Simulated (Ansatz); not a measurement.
# Anharmonic phonons and stability of InPd (Pm-3m)

Aim: the vibrations and stability of InPd with thermal and zero-point motion included. The starting cell is a computed one from a database.

Program: Ansatz 0.2.0. Level of theory: DFT LDA, scalar-relativistic, plane waves, PAW; PAW set soft_1. Results are calculated unless marked as measured.

Most raw output is cut from this account.

### Step 1. The starting structure

The structure is cubic, space group Pm-3m (No. 221). Conventional cell: a = 3.272 Å, b = 3.272 Å, c = 3.272 Å, α = 90.00°, β = 90.00°, γ = 90.00°. In has 8 Pd at 2.83 Å nearest. Nearest to Pd lie 8 In at 2.83 Å. Farther neighbours are not listed.

### Step 2. Probe on a coarse mesh

Before spending time, one coarse run tells the gap and the pressure of the starting cell.

File input.yaml:

```yaml
crystal:
  lattice:
    - [3.27188478, 0.0, 0.0]
    - [0.0, 3.27188478, 0.0]
    - [0.0, 0.0, 3.27188478]
  atoms:
    - { symbol: In, position: [0.0, 0.0, 0.0] }
    - { symbol: Pd, position: [0.5, 0.5, 0.5] }
kpoints:
  mp_grid: { grid: [6, 6, 6] }
hamiltonian:
  xc: lda
  pseudopotentials: { kind: paw, azcp: { folder: soft_1 }, xc_functional: pbe }
scf:
  occupations: { method: gaussian, width: 0.1 }
  lower_state_search: "off"
output:
  forces: true
  stress: true
  eigenvalues: true
```

On the command line:

```console
$ ansatz run input.yaml --threads 8 --pin off --max-ram 16384MiB --backend cpu --events-out ev --progress --plain --runs-dir out
```

Wall time 0.4 s (8 threads of Arm Neoverse V1, shared host); peak memory 0.3 GiB.

Numbers from this step:

```yaml
pressure: -6.814 GPa
volume_per_atom: 17.51 Å³/atom
gap_on_the_k_mesh: 0 eV
```

The start is under -6.8 GPa at this level and looks like a metal on this mesh.

### Step 3. Finding the static equilibrium

Phonons are second derivatives about a minimum, so cell and atoms are relaxed first, inside the symmetry of the start.

Edit input.yaml of step 2 so:

```diff
@@ -9,3 +9,3 @@
 kpoints:
-  mp_grid: { grid: [6, 6, 6] }
+  mp_grid: { grid: [14, 14, 14] }
 hamiltonian:
@@ -20 +20,6 @@
   eigenvalues: true
+relax:
+  adjacent_minimum: "off"
+  f_tol: 0.005
+  max_steps: 80
+  cell: { stress_tol: 0.05 }
```

Run time: 4.5 s. Hardware: 8 threads; peak memory 0.42 GiB; 29 s of CPU time.

Step by step:

| step | energy less that of the first step (eV) | largest force component (eV/Å) | pressure (GPa) | volume (Å³) |
| --- | --- | --- | --- | --- |
| 1 | 0.0000 | 0.0000 | -6.93 | 35.03 |
| 2 | 0.0744 | 0.0000 | 15.67 | 30.57 |
| 3 | -0.0408 | 0.0000 | -1.47 | 33.53 |
| 4 | -0.0424 | 0.0000 | 0.22 | 33.15 |
| 5 | -0.0424 | 0.0000 | 0.00 | 33.19 |
| 6* | -0.0421 | 0.0000 | 0.01 | 33.19 |

Relaxation steps marked * repeat the geometry before them on a plane-wave basis chosen anew for their cell, so energy and pressure can jump there. Relaxation step 2 was tried and not accepted.

The run keeps the 48 symmetry operations that it works with, so distortions that break them were not tested.

| conventional cell, symmetrised | before | after | change |
| --- | --- | --- | --- |
| a (Å) | 3.272 | 3.214 | -1.8 % |
| b (Å) | 3.272 | 3.214 | -1.8 % |
| c (Å) | 3.272 | 3.214 | -1.8 % |
| volume (Å³/atom) | 17.51 | 16.60 | -5.2 % |

The relaxed structure:

```xyz
2
Lattice="3.2138 0.0000 0.0000 0.0000 3.2138 0.0000 0.0000 0.0000 3.2138" Properties=species:S:1:pos:R:3 pbc="T T T"
In    0.0000    0.0000    0.0000
Pd    1.6069    1.6069    1.6069
```

Numbers from this step:

```yaml
pressure: 0.008212 GPa
volume_per_atom: 16.60 Å³/atom
```

The relaxation ends with a pressure of 0.01 GPa.

### Step 4. Tight relaxation

The relaxation is repeated with tighter thresholds on force and stress, since phonons are sensitive to what is left; a change of mesh or smearing in the input moves the cell too.

input.yaml, the sections that differ from step 3:

```yaml
crystal:
  lattice:
    - [3.2138139538, 0.0, 0.0]
    - [0.0, 3.2138139538, 0.0]
    - [0.0, 0.0, 3.2138139538]
  atoms:
    - { symbol: In, position: [0.0, 0.0, 0.0] }
    - { symbol: Pd, position: [0.5, 0.5, 0.5] }
kpoints:
  mp_grid: { grid: [15, 15, 15] }
scf:
  occupations: { method: methfessel_paxton, width: 0.2 }
  lower_state_search: "off"
relax:
  adjacent_minimum: "off"
  f_tol: 0.001
  max_steps: 60
  cell: { stress_tol: 0.01 }
# hamiltonian, output: as in step 3
```

Run time: 2.8 s. Hardware: 8 threads; peak memory 0.42 GiB; 18 s of CPU time.

Little changed from the start: no atom moved by 0.005 Å and no cell edge by 0.1 %.

Numbers from this step:

```yaml
pressure: -2.63e-4 GPa
```

The residual pressure is -2.6e-4 GPa, small enough for phonons.

### Step 5. An input with a fault

This input was changed on purpose, to see how the program answers.

File input.yaml:

```yaml
crystal:
  lattice:
    - [3.2142033583, 0.0, 0.0]
    - [0.0, 3.2142033583, 0.0]
    - [0.0, 0.0, 3.2142033583]
  atoms:
    - { symbol: In, position: [0.0, 0.0, 0.0] }
    - { symbol: Pd, position: [0.5, 0.5, 0.5] }
kpoints:
  mp_grid: { grid: [10, 10, 10] }
hamiltonian:
  xc: lda
  pseudopotentials: { kind: paw, azcp: { folder: soft_1 }, xc_functional: pbe }
scf:
  occupations: { method: methfessel_paxton, width: 0.2 }
  lower_state_search: "off"
  max_iter: 80
output:
  eigenvalues: true
phonons:
  supercell: [2, 2, 2]
  dielectric: false
  self_consistent: { temperatures: [300], max_frequency_error: 0 }
```

Wall time 0.03 s (8 threads); peak memory 0.032 GiB.

The input was rejected at the start.

The program's message: “Error: invalid value for `phonons.self_consistent.max_frequency_error`: must be finite and > 0; got 0”

The fault put into the input: an error target of zero.

### Step 6. Outcome

```
phonons at temperature : not obtained
```

**Reading.** The sampling at temperature was not started, because a trial frame showed that it would not fit the time allowed; the session ends with the prepared cell.

[Logs are printed without paths, hosts, clocks, repeated set-up lines and the standing remarks that a program may print on its own settings, such as how far it seeks lower states.]

[Hosts, paths, dates, database ids (printed as entryN), source tags and the programs' standing remarks are cut or masked in the printed files.]

[A step with changed settings may run another functional than the one named; its input shows which.]
